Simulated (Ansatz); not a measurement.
Entries from a set of simulations; values are calculated unless marked as measured.

```
! title: From HSE06 to G0W0: WSe2 (P6_3/mmc)
! method: G0W0 on HSE06, plane waves, PAW (and 1 further level or step)
! program: Ansatz 0.2.0
! settings of one run: cutoff 420 eV, 6×6×2 k-mesh, default PAW, empty bands 362, screening cutoff 120 eV, screening contour deformation, QP bands (v2, c2)
! cost: 2 runs, 91 s in all on 1 × NVIDIA H100 80GB HBM3 (shared by 6 runs) with 3 threads of AMD EPYC 7R13 (Zen 3), shared host (the runs of this entry)
! notes: The database entry behind the starting cell differs from later determinations by our own check (a about 0.2 % long). In doubt: masses and optical values from hybrid runs of this build are listed as unsure (in some of the runs), which bears on the screening that GW takes from such a start. The cell and positions come from the Crystallography Open Database and are kept as given unless a step says otherwise. Limits: no spin-orbit coupling.
! HSE06 gap over mesh and listed points: 1.446 eV, from k = Γ to k = (0.167, 0.167, 0.000)
! G0W0@HSE06 gap over 10 of 14 irreducible mesh points: 1.445 eV, from k = Γ to k = (0.167, 0.167, 0.000)
! GW settings: 6×6×2 mesh, 362 empty bands, screening to 120 eV
! known limits: finite bands, screening cutoff and k mesh; no spin-orbit coupling in G0W0
CELL_PARAMETERS angstrom
3.29000 0.00000 0.00000
-1.64500 2.84922 0.00000
0.00000 0.00000 12.97000
ATOMIC_POSITIONS crystal
W 0.33333 0.66667 0.25000
W 0.66667 0.33333 0.75000
Se 0.33333 0.66667 0.62100
Se 0.66667 0.33333 0.12100
Se 0.33333 0.66667 0.87900
Se 0.66667 0.33333 0.37900
```

[Paths, hosts, dates, memory and timing lines, banners, echoed tables and standing remarks are left out of the program output.]

[Logs are printed without paths, hosts, clocks, repeated set-up lines and the standing remarks that a program may print on its own settings, such as how far it seeks lower states.]

[Runs of the session that timed out or met a known fault of the program may be left out.]

[Cells called generated may have been cut or substituted from an entry of the Crystallography Open Database or the Materials Project.]

[Hosts, paths, dates, database ids (printed as entryN), source tags and the programs' standing remarks are cut or masked in the printed files.]
